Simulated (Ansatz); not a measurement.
**Quasiparticle gap of LaBiS2O (P4/nmm)**

How far does one-shot GW move the r2SCAN gap of LaBiS2O (P4/nmm)?

Calculated with Ansatz 0.2.0; r2SCAN, then G0W0 on it, plane waves, PAW.

This is a report of a sequence of runs, with most program output left out.

In doubt: masses and optical values from hybrid runs of this build are listed as unsure (in some of the runs), which bears on the screening that GW takes from such a start.

**1. The structure**

It takes space group P4/nmm (No. 129, tetragonal). The conventional cell has a = 4.065 Å, b = 4.065 Å, c = 13.861 Å, α = 90.00°, β = 90.00°, γ = 90.00°. La has 4 O at 2.37 Å and 4 S at 3.21 Å nearest. Nearest to Bi lie 5 S at 2.46 to 2.89 Å. S has 4 Bi at 2.89 Å nearest. Nearest to S lie 1 Bi at 2.46 Å and 4 La at 3.21 Å. Nearest to O lie 4 La at 2.37 Å. Farther neighbours and most contacts between anions are not listed.

The start is a cell given as: measured lattice (from a paper), with positions from the Materials Project. Spin-orbit coupling is left out unless a step names it.

The logs state that the PAW files were generated under PBE.

**2. Relaxation**

The structure is relaxed first.

This step: DFT, r2SCAN, plane waves, PAW; PAW set soft_1.

input.yaml reads:

```yaml
crystal:
  lattice:
    - [4.0646, 0.0, 0.0]
    - [0.0, 4.0646, 0.0]
    - [0.0, 0.0, 13.8614]
  atoms:
    - { symbol: La, position: [0.5, 0.0, 0.587742] }
    - { symbol: La, position: [0.0, 0.5, 0.412258] }
    - { symbol: Bi, position: [0.0, 0.5, 0.867775] }
    - { symbol: Bi, position: [0.5, 0.0, 0.132225] }
    - { symbol: S, position: [0.5, 0.0, 0.89002] }
    - { symbol: S, position: [0.0, 0.5, 0.10998] }
    - { symbol: S, position: [0.0, 0.5, 0.690201] }
    - { symbol: S, position: [0.5, 0.0, 0.309799] }
    - { symbol: O, position: [0.0, 0.0, 0.5] }
    - { symbol: O, position: [0.5, 0.5, 0.5] }
kpoints:
  mp_grid: { grid: [6, 6, 2] }
hamiltonian:
  xc: r2scan
  pseudopotentials: { kind: paw, azcp: { folder: soft_1 } }
scf:
  occupations: { method: fermi_dirac, width: 0.02 }
relax:
  f_tol: 0.02
  max_steps: 60
```

Run with:

```
$ ansatz run input.yaml --threads 24 --pin off --max-ram 82944MiB --backend cuda --events-out ev --progress --plain --runs-dir out --devices 1 --max-vram 78GiB
```

Elapsed: 3.4 s, on 1 × NVIDIA GB200 (shared by 2 runs) with 24 threads of Arm Neoverse V2, shared host; peak memory 1.1 GiB; 7.6 s of CPU time.

Relaxation path:

```
step  energy less that of the first step (eV)  largest force component (eV/Å)
   1                                   0.0000                          0.3704
   2                                   0.0219                          0.7699
   3                                  -0.0177                          0.0338
   4                                  -0.0177                          0.0143
```

Relaxation step 2 was tried and not accepted.

Forces are held to the 16 operations that the run works with; a distortion that breaks them can't arise in this run.

The atoms that moved most (Å):

```
atom     dx     dy      dz  length
 Bi3  0.000  0.000   0.032   0.032
 Bi4  0.000  0.000  -0.032   0.032
  S6  0.000  0.000   0.022   0.022
  S5  0.000  0.000  -0.022   0.022
 La1  0.000  0.000   0.021   0.021
 La2  0.000  0.000  -0.021   0.021
  S7  0.000  0.000   0.011   0.011
  S8  0.000  0.000  -0.011   0.011
```

**3. Bands along the symmetry lines**

Levels along a band path and on the mesh show where this functional puts the band edges.

input.yaml reads:

```yaml
crystal:
  lattice:
    - [4.0646, 0.0, 0.0]
    - [0.0, 4.0646, 0.0]
    - [0.0, 0.0, 13.8614]
  atoms:
    - { symbol: La, position: [0.5, 0.0, 0.589244592] }
    - { symbol: La, position: [0.0, 0.5, 0.410755408] }
    - { symbol: Bi, position: [0.0, 0.5, 0.8700583546] }
    - { symbol: Bi, position: [0.5, 0.0, 0.1299416454] }
    - { symbol: S, position: [0.5, 0.0, 0.8884344053] }
    - { symbol: S, position: [0.0, 0.5, 0.1115655947] }
    - { symbol: S, position: [0.0, 0.5, 0.6909732264] }
    - { symbol: S, position: [0.5, 0.0, 0.3090267736] }
    - { symbol: O, position: [0.0, 0.0, 0.5] }
    - { symbol: O, position: [0.5, 0.5, 0.5] }
kpoints:
  mp_grid: { grid: [6, 6, 2] }
  band_path:
    path:
      - [[0.0, 0.0, 0.0], [0.0, 0.5, 0.0], [0.5, 0.5, 0.0], [0.0, 0.0, 0.0], [0.0, 0.0, 0.5], [0.0, 0.5, 0.5], [0.5, 0.5, 0.5], [0.0, 0.0, 0.5]]
      - [[0.0, 0.5, 0.0], [0.0, 0.5, 0.5]]
      - [[0.5, 0.5, 0.0], [0.5, 0.5, 0.5]]
    npoints: 10
hamiltonian:
  xc: r2scan
  pseudopotentials: { kind: paw, azcp: { folder: soft_1 } }
scf:
  occupations: { method: fermi_dirac, width: 0.02 }
  n_extra_bands: 7
output:
  eigenvalues: true
  forces: true
  stress: true
```

Wall time 4 s (1 × NVIDIA GB200 (shared by 2 runs) with 24 threads); peak memory 1.1 GiB; 9.4 s of CPU time.

Numbers from this step:

```yaml
pressure: 0.1635 GPa
filled_bands: 44
gap: 1.109 eV
valence_top_at: k = (0.000, 0.450, 0.000)
conduction_bottom_at: X
least_direct_gap: 1.127 eV
```

Over mesh and path the gap is 1.109 eV, from k = (0.000, 0.450, 0.000) to k = (0.000, 0.500, 0.000). The least direct gap found is 1.127 eV, at k = (0.000, 0.450, 0.000). On the 6×6×2 mesh alone the same run gives 1.139 eV, so that mesh misses an edge of r2SCAN: 1.139 − 1.109 = +0.030 eV.

Electronic bands along the path, in eV, zero at the top of the highest nominally filled band:

```
    point  band 41  band 42  band 43  band 44  band 45  band 46  band 47  band 48
        Γ    -0.55    -0.55    -0.12    -0.12     3.90     4.16     4.24     4.44
  halfway    -0.75    -0.64    -0.35    -0.28     2.76     3.10     3.19     3.41
        X    -0.78    -0.78    -0.03    -0.03     1.11     1.11     1.64     1.64
  halfway    -1.12    -1.12    -0.76    -0.76     3.53     3.53     3.95     3.95
        M    -1.14    -1.14    -0.86    -0.86     4.26     4.26     4.87     4.87
  halfway    -1.01    -0.57    -0.46    -0.34     1.86     2.02     3.96     4.12
        Γ    -0.55    -0.55    -0.12    -0.12     3.90     4.16     4.24     4.44
  halfway    -0.55    -0.51    -0.13    -0.13     3.91     4.05     4.23     4.41
        Z    -0.54    -0.32    -0.13    -0.13     3.92     3.98     4.17     4.38
  halfway    -0.74    -0.62    -0.50    -0.35     2.84     3.07     3.18     3.44
        R    -0.79    -0.79    -0.05    -0.05     1.11     1.11     1.64     1.64
  halfway    -1.05    -1.05    -0.72    -0.72     3.45     3.45     3.96     3.96
        A    -1.14    -1.14    -0.98    -0.98     4.19     4.19     4.92     4.92
  halfway    -0.82    -0.59    -0.57    -0.47     1.83     2.06     3.93     4.03
        Z    -0.54    -0.32    -0.13    -0.13     3.92     3.98     4.17     4.38
jump to X    -0.78    -0.78    -0.03    -0.03     1.11     1.11     1.64     1.64
  halfway    -0.78    -0.78    -0.04    -0.04     1.11     1.11     1.64     1.64
        R    -0.79    -0.79    -0.05    -0.05     1.11     1.11     1.64     1.64
jump to M    -1.14    -1.14    -0.86    -0.86     4.26     4.26     4.87     4.87
  halfway    -1.14    -1.14    -0.92    -0.92     4.23     4.23     4.89     4.89
        A    -1.14    -1.14    -0.98    -0.98     4.19     4.19     4.92     4.92
```

**4. One-shot GW**

G0W0 replaces the xc potential by a self-energy built once from the orbitals of the start. Levels are corrected in the window of bands that the input names, at points of the mesh.

This step: G0W0 on r2SCAN, plane waves, PAW; PAW set soft_1.

input.yaml, the sections that differ from step 3:

```yaml
kpoints:
  mp_grid: { grid: [4, 4, 2] }
scf:
  occupations: { method: fixed }
gw:
  n_empty_bands: 955
  ecut_chi: 150.0
  qp_bands: [v3, c3]
  qp_kpoints: band_edges
  screening: { model: contour_deformation }
# crystal, hamiltonian: as in step 3
# output: removed
```

Run time: 36 s. Hardware: 1 × NVIDIA GB200 (shared by 2 runs) with 24 threads; peak memory 5 GiB; 1.8 min of CPU time.

Numbers from this step:

```
bands summed                                    : 999
RPA ε∞ on this mesh (eigenvalues)               : 6.349, 19.34, 19.34
plane waves in the screening matrix             : 931
q-points in the mesh                            : 32
G0W0 gap over the corrected points              : 1.382 eV
k of the valence top                            : 0, -0.5, 0
k of the conduction bottom                      : 0, -0.5, 0
starting gap on the mesh                        : 1.137 eV
Z at the valence top                            : 0.7427
Z at the conduction bottom                      : 0.7641
least direct G0W0 gap over the corrected points : 1.382 eV
```

Over 8 of 12 irreducible mesh points the G0W0 gap is 1.382 eV, direct, at k = (0.000, -0.500, 0.000). The r2SCAN gap of this run on the mesh is 1.137 eV. The two states that bound the G0W0 gap lie that far apart at the start, so the correction of the gap is 1.382 − 1.137 = +0.245 eV. The start of this run differs from the step before in mesh (6×6×2 and 4×4×2). The program marks 1 of the 48 corrected levels as in doubt (energies apart, Σc rises), neither edge state among them.

Labels follow the order of the start: v1 is the top filled band, c1 the lowest empty one; levels that stay degenerate share a row, the window can cut a multiplet, doubted levels are not marked in this list, bands outside the window were not corrected, and the list may be a part of the corrected levels. The levels before and after the correction (eV, zero at the valence-band top of each column):

```
           conduction bottom  valence top
Kohn-Sham               1.14         0.00
     G0W0               1.38         0.00
```

```
                      level  occupation  energy (eV)
Kohn-Sham     (0 -0.5 0) v3           2       -0.754
Kohn-Sham  (0 -0.5 0) v2-v1           2        0.000
Kohn-Sham  (0 -0.5 0) c1-c2           0        1.137
Kohn-Sham     (0 -0.5 0) c3           0        1.665
     G0W0     (0 -0.5 0) v3           2       -0.747
     G0W0  (0 -0.5 0) v2-v1           2        0.000
     G0W0  (0 -0.5 0) c1-c2           0        1.382
     G0W0     (0 -0.5 0) c3           0        2.034
```

The parts of the quasiparticle energy for the two states that bound the G0W0 gap, in eV on the run's own scale (QP = start + Σx + Σc − Vxc, with Σc at the quasiparticle energy):

```
             edge                       k  band  start       Σx      Σc      Vxc      Z     QP
      valence top  (0.000, -0.500, 0.000)    43  7.770  −17.271   0.996  −15.983  0.743  7.477
conduction bottom  (0.000, -0.500, 0.000)    45  8.907  −10.061  −3.222  −13.235  0.764  8.859
```

**5. Spin-orbit coupling**

This run has two-component orbitals with spin-orbit coupling.

This step: DFT, r2SCAN with spin-orbit coupling, plane waves, PAW; PAW set soft_1.

Edit input.yaml of step 4 so:

```diff
@@ -17,13 +17,25 @@
 kpoints:
-  mp_grid: { grid: [4, 4, 2] }
+  mp_grid: { grid: [6, 6, 2] }
+  band_path:
+    path:
+      - [0.0, 0.0, 0.0]
+      - [0.0, 0.5, 0.0]
+      - [0.5, 0.5, 0.0]
+      - [0.0, 0.0, 0.5]
+      - [0.0, 0.5, 0.5]
+      - [0.5, 0.5, 0.5]
+      - [0.0, 0.45, 0.0]
+    npoints: 1
 hamiltonian:
   xc: r2scan
-  pseudopotentials: { kind: paw, azcp: { folder: soft_1 } }
+  pseudopotentials: { kind: paw_fr, azcp: { folder: soft_1 } }
 scf:
-  occupations: { method: fixed }
-gw:
-  n_empty_bands: 955
-  ecut_chi: 150.0
-  qp_bands: [v3, c3]
-  qp_kpoints: band_edges
-  screening: { model: contour_deformation }
+  occupations: { method: fermi_dirac, width: 0.02 }
+  n_extra_bands: 14
+magnetization:
+  noncollinear: true
+  spin_orbit: true
+output:
+  eigenvalues: true
+  forces: true
+  stress: true
```

Elapsed: 3.2 s, on 1 × NVIDIA GB200 (shared by 2 runs) with 24 threads; peak memory 1.5 GiB.

This step gave:

```
pressure             : 0.3100 GPa
gap                  : 0.5657 eV
valence top at       : k = (0.000, 0.450, 0.000)
conduction bottom at : k = (0.000, 0.450, 0.000)
least direct gap     : 0.5657 eV
```

Over mesh and listed points the gap is 0.566 eV, direct, at k = (0.000, 0.450, 0.000). r2SCAN+SOC against r2SCAN: 0.566 − 1.109 = −0.543 eV. Mesh, set of files and cutoff are the same, but the conduction bottom lies at another k point, so this need not be the shift of one pair of states. The spin-orbit run sees mesh and listed points alone, so its gap is an upper bound: the coupling can move an edge off these points, and the change over the zone, its sign included where it is small, is not known.

**6. Side by side**

Each gap is the least one over the points named; times are wall times on shared hosts, not benchmarks. A G0W0 time includes the run's own self-consistent start. Runs with listed points see these and the mesh alone, so an edge that moves elsewhere is missed. Rows marked * are further runs, not shown as steps, whose inputs differ from the G0W0 step on the same start in the columns given; solver thresholds can differ too. Symmetry makes (0.000, 0.500, 0.000) and (0.000, -0.500, 0.000) one point.

```
       level   mesh       files, cutoff   bands summed, screening                           points  gap (eV)             valence top       conduction bottom  least direct gap (eV)   time
      r2SCAN  6×6×2  soft_1 PAW, 500 eV                         -                    mesh and path     1.109   (0.000, 0.450, 0.000)   (0.000, 0.500, 0.000)                  1.127    4 s
  r2SCAN+SOC  6×6×2  soft_1 PAW, 500 eV                         -           mesh and listed points     0.566   (0.000, 0.450, 0.000)   (0.000, 0.450, 0.000)                  0.566  3.2 s
G0W0@r2SCAN*  4×4×2  soft_1 PAW, 500 eV                200, 45 eV  8 of 12 irreducible mesh points     1.213  (0.000, -0.500, 0.000)  (0.000, -0.500, 0.000)                  1.213  4.3 s
G0W0@r2SCAN*  4×4×2  soft_1 PAW, 500 eV                487, 90 eV  8 of 12 irreducible mesh points     1.303  (0.000, -0.500, 0.000)  (0.000, -0.500, 0.000)                  1.303  8.2 s
 G0W0@r2SCAN  4×4×2  soft_1 PAW, 500 eV               999, 150 eV  8 of 12 irreducible mesh points     1.382  (0.000, -0.500, 0.000)  (0.000, -0.500, 0.000)                  1.382   36 s
G0W0@r2SCAN*  2×2×1  soft_1 PAW, 500 eV                487, 90 eV    all 3 irreducible mesh points     0.968  (0.000, -0.500, 0.000)  (0.000, -0.500, 0.000)                  0.968  2.9 s
G0W0@r2SCAN*  4×4×2  soft_1 PAW, 500 eV  487, 90 eV, plasmon pole  8 of 12 irreducible mesh points     1.284  (0.000, -0.500, 0.000)  (0.000, -0.500, 0.000)                  1.284  8.9 s
```

**7. Outcome**

```yaml
r2scan_gap_over_mesh_and_path: 1.109 eV, from k = (0.000, 0.450, 0.000) to k = (0.000, 0.500, 0.000)
g0w0_r2scan_gap_over_8_of_12_irreducible_mesh_points: 1.382 eV, direct, at k = (0.000, -0.500, 0.000)
r2scan_soc_gap_over_mesh_and_listed_points: 0.566 eV
gw_settings: 4×4×2 mesh, 955 empty bands, screening to 150 eV, PAW set soft_1 files
known_limits: finite bands, screening cutoff and k mesh; no spin-orbit coupling in G0W0; large ε∞ on the G0W0 mesh; crude mesh
```

What this shows: Over 8 of 12 irreducible mesh points the G0W0 gap is 1.382 eV, direct, at k = (0.000, -0.500, 0.000). The r2SCAN gap of this run on the mesh is 1.137 eV. The two states that bound the G0W0 gap lie that far apart at the start, so the correction of the gap is 1.382 − 1.137 = +0.245 eV. The valence state moves by 7.477 − 7.770 = −0.293 eV and the conduction state by 8.859 − 8.907 = −0.048 eV, on the run's own scale; with 200 bands the edge states move by +0.368 and +0.444 eV, so the split between the edges depends on the bands and cutoff. Over mesh and path, r2SCAN puts the valence top at k = (0.000, 0.450, 0.000), where no G0W0 correction was computed. The G0W0 gap over the whole zone is therefore not known from this run; at its settings it can only be equal to or under the 1.382 eV found, and no correction is carried over from another point. For the start itself the gap is 1.109 eV over mesh and path and 1.137 eV on the mesh of the G0W0 run, in runs that differ in mesh (6×6×2 and 4×4×2). From 200 bands and 45 eV to 999 bands and 150 eV the gap moves by 1.382 − 1.213 = +0.169 eV (rung by rung 1.213, 1.303, 1.382 eV); bands and screening cutoff rise together, so their parts are not told apart. A line in one over the bands through the two highest rungs gives 1.382 + (1.382 − 1.303) × 487 / (999 − 487) = 1.457 eV, and through the pair below 1.303 + (1.303 − 1.213) × 200 / (487 − 200) = 1.366 eV. The two differ by 0.091 eV, not under the 0.030 eV asked, so the law does not hold well over these rungs and the limit is not known. With the 2×2×1 mesh in place of the 4×4×2 mesh and all else as in the G0W0@r2SCAN row with 487 bands, the gap differs by 0.968 − 1.303 = −0.335 eV, and that of the start by 1.059 − 1.137 = −0.078 eV. With the plasmon pole model in place of the contour deformation model and all else as in the G0W0@r2SCAN row with 487 bands, the gap differs by 1.284 − 1.303 = −0.019 eV. G0W0 on other starts in this series, not shown as steps and not all at these settings: 1.398 eV on HSE06 (4×4×2, soft_1 PAW, 487 bands, 90 eV). r2SCAN+SOC against r2SCAN: 0.566 − 1.109 = −0.543 eV. Mesh, set of files and cutoff are the same, but the conduction bottom lies at another k point, so this need not be the shift of one pair of states. The spin-orbit run sees mesh and listed points alone, so its gap is an upper bound: the coupling can move an edge off these points, and the change over the zone, its sign included where it is small, is not known. What spin-orbit coupling does to the G0W0 levels was not computed, so no sum with the G0W0 gap is formed. For the G0W0 step: the program marks 1 of the 48 corrected levels as in doubt (energies apart, Σc rises), neither edge state among them. The G0W0 runs are scalar-relativistic. The cell holds La; where the f levels lie against the gap was not analysed here. The largest eigenvalue of the RPA ε∞ is large: 65 in G0W0@r2SCAN (2×2×1, 487 bands). A perturbation-theory run of this series on r2SCAN, not shown as a step (6×6×2 (response on 576 points) mesh, soft_1 PAW), gives 6.8 and 13.8 (stated error 0.1), so a mesh with so large a value overstates the long-range screening, which bears on the G0W0 gap by an amount not known here. G0W0 is shown with one set of atomic data (soft_1 PAW), so the error from the files is not known here. The 2×2×1 mesh is crude for this cell: the images of its supercell lie only 8 Å apart.

[Paths, hosts, dates, memory and timing lines, banners, echoed tables and standing remarks are left out of the program output.]

[Logs are printed without paths, hosts, clocks, repeated set-up lines and the standing remarks that a program may print on its own settings, such as how far it seeks lower states.]

[Runs of the session that timed out or met a known fault of the program may be left out.]

[Cells called generated may have been cut or substituted from an entry of the Crystallography Open Database or the Materials Project.]

[Hosts, paths, dates, database ids (printed as entryN), source tags and the programs' standing remarks are cut or masked in the printed files.]

[Where an RPA ε∞ is given, it is that of the G0W0 mesh and is not shown converged in it. Names of k-points follow the symmetry that the program found, which can be lower than the space group named. Band edges on a path are those of the sampled points; other points can move an edge, and change direct to indirect where valleys lie close.]

[Hybrid gaps are those of their k-mesh and are not shown converged in it.]
